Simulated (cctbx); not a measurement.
## What is wrong with this refinement?

Cell a = 7.4230 Å, b = 5.2500 Å, c = 4.5910 Å, α = 90.00°, β = 90.83°, γ = 90.00°; space group C2/m (no. 12). The compound is CdPb2.

Simulated single-crystal data (cctbx): Mo Kα, λ = 0.71073 Å, to d = 0.65 Å, 50 % of the full sphere, strongest reflection 40000 counts, noise from counting, a 1.5 % proportional error and a noise floor of 15 counts (s.d.); no absorption.

An anisotropic refinement with weights 1/σ² prints:

```text
Rint 0.012, 336 unique reflections to 0.65 A
cycle     R1     wR2    GooF  max shift (A)
   1  0.0996  0.2035  11.355   0.00018
   2  0.0388  0.0974   5.435   0.00000
final R1 0.0388 wR2 0.0974 GooF 5.435  parameters 10  data/parameter 33.6
atom        x        y        z      Ueq    occ   su(xyz)  su(Uiso or U11)
Pb1    0.68055  0.00000  0.47210   0.0051  1.000  0.00014  0.0003
Zr1    0.00000  0.00000  0.00000  -0.0053  1.000  0.00000  0.0007  NPD
difference map: max 14.36 min -1.47 rms 1.11
Q1    0.0000  0.0000  0.0000    2   14.41  0.00 A from Zr1
Q2    0.1978  0.5000  0.4802    4    1.56  0.13 A from Pb1
Q3    0.2500  0.2500  0.5000    4    1.55  1.42 A from Pb1
Q4    0.0951  0.2123  0.0676    8    1.04  1.35 A from Zr1
Q5    0.0602  0.1542  0.8182    8    0.96  1.25 A from Zr1
Q6    0.0961  0.0000  0.4382    4    0.94  1.70 A from Pb1
```

**Question.** Can this result stand? If not, what is the likely fault?

Mend it. The fault: wrong element: Zr1 is Cd. Against the right model at the same level, R1 goes from 0.0083 to 0.0388 and GooF from 0.99 to 5.43, U of Zr1 shrinks from 0.0049 to -0.0053 Å², the top difference peak, 14.4 e/Å³, lies on Zr1 and Zr1 goes non-positive-definite. Zr1 has 8 electrons too few and its U shrinks to make up, as expected.

The compound is CdPb2. The right model at the same level gives:

```text
Rint 0.012, 336 unique reflections to 0.65 A
cycle     R1     wR2    GooF  max shift (A)
   1  0.0123  0.0309   1.723   0.00018
   2  0.0083  0.0178   0.995   0.00000
final R1 0.0083 wR2 0.0178 GooF 0.995  parameters 10  data/parameter 33.6
atom        x        y        z      Ueq    occ   su(xyz)  su(Uiso or U11)
Pb1    0.68059  0.00000  0.47210   0.0050  1.000  0.00003  0.0001
Cd1    0.00000  0.00000  0.00000   0.0049  1.000  0.00000  0.0001
difference map: max 1.02 min -0.99 rms 0.24
Q1    0.2500  0.2500  0.5000    4    1.02  1.42 A from Pb1
Q2    0.0060  0.5000  0.1368    4    0.85  2.00 A from Pb1
Q3    0.0000  0.0000  0.5000    2    0.82  2.30 A from Cd1
Q4    0.1043  0.0000  0.8804    4    0.81  0.96 A from Cd1
Q5    0.1057  0.0000  0.4095    4    0.77  1.67 A from Pb1
Q6    0.0997  0.2391  0.0599    8    0.74  1.48 A from Cd1
```

The model was made for the exercise: a known structure type with other elements put in, its volume estimated, not relaxed; displacement parameters are assumed.

[Middle refinement cycles are left out of these outputs.]

[Logs are printed without paths, hosts, clocks, repeated set-up lines and the standing remarks that a program may print on its own settings, such as how far it seeks lower states.]
